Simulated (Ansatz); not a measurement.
The compound is Rb2VCl6 (started from the K2PtCl6 type) (Fm-3m).

The structure was built from a prototype and need not be the compound's stable phase.

```xyz
9
Lattice="4.7366 0.0000 4.7366 4.7366 4.7366 0.0000 0.0000 4.7366 4.7366" Properties=species:S:1:pos:R:3 pbc="T T T"
Rb    2.3683    2.3683    2.3683
Rb    7.1049    7.1049    7.1049
V     0.0000    0.0000    0.0000
Cl    2.2762    4.7366    4.7366
Cl    7.1970    4.7366    4.7366
Cl    4.7366    4.7366    2.2762
Cl    4.7366    4.7366    7.1970
Cl    4.7366    2.2762    4.7366
Cl    4.7366    7.1970    4.7366
```

The structure was relaxed with LDA. The structure type comes from a generator and need not be one that this composition takes. The structure was generated from a model, not taken from a measurement. The runs that relaxed it are not among those shown. The program's search for lower electronic states was switched off, so nothing shows that the state found is the lowest. PAW set soft_2, made with PBE.

A constrained-RPA run (Ansatz 0.2.0; non-magnetic LDA; V d + anion p, bands v19 to c4, 2×2×2 mesh, medium accuracy) builds 23 functions on bands 8.4 eV wide, with 37.0 electrons in the window. The bare on-site interaction is 19.0 eV and the bare J 0.65 eV.

**Question.** Estimate U, U′ and J.

On the V d shell, U = 9.05 eV (48 % of the bare value), U′ = 7.95 eV, J = 0.54 eV.

The parent state is non-magnetic and the interaction static (zero frequency); U depends on the window and the orbitals, so it belongs to this model alone. A window that holds the anion p bands defines a model with explicit ligands; its U belongs to that model and is not the U of DFT+U. Coarse meshes can leave U off its limit, most where the target bands are metallic.

[Paths, hosts, dates, memory and timing lines, banners, echoed tables and standing remarks are left out of the program output.]

[Logs are printed without paths, hosts, clocks, repeated set-up lines and the standing remarks that a program may print on its own settings, such as how far it seeks lower states.]

[Runs of the session that timed out or met a known fault of the program may be left out.]

[Hosts, paths, dates, database ids (printed as entryN), source tags and the programs' standing remarks are cut or masked in the printed files.]
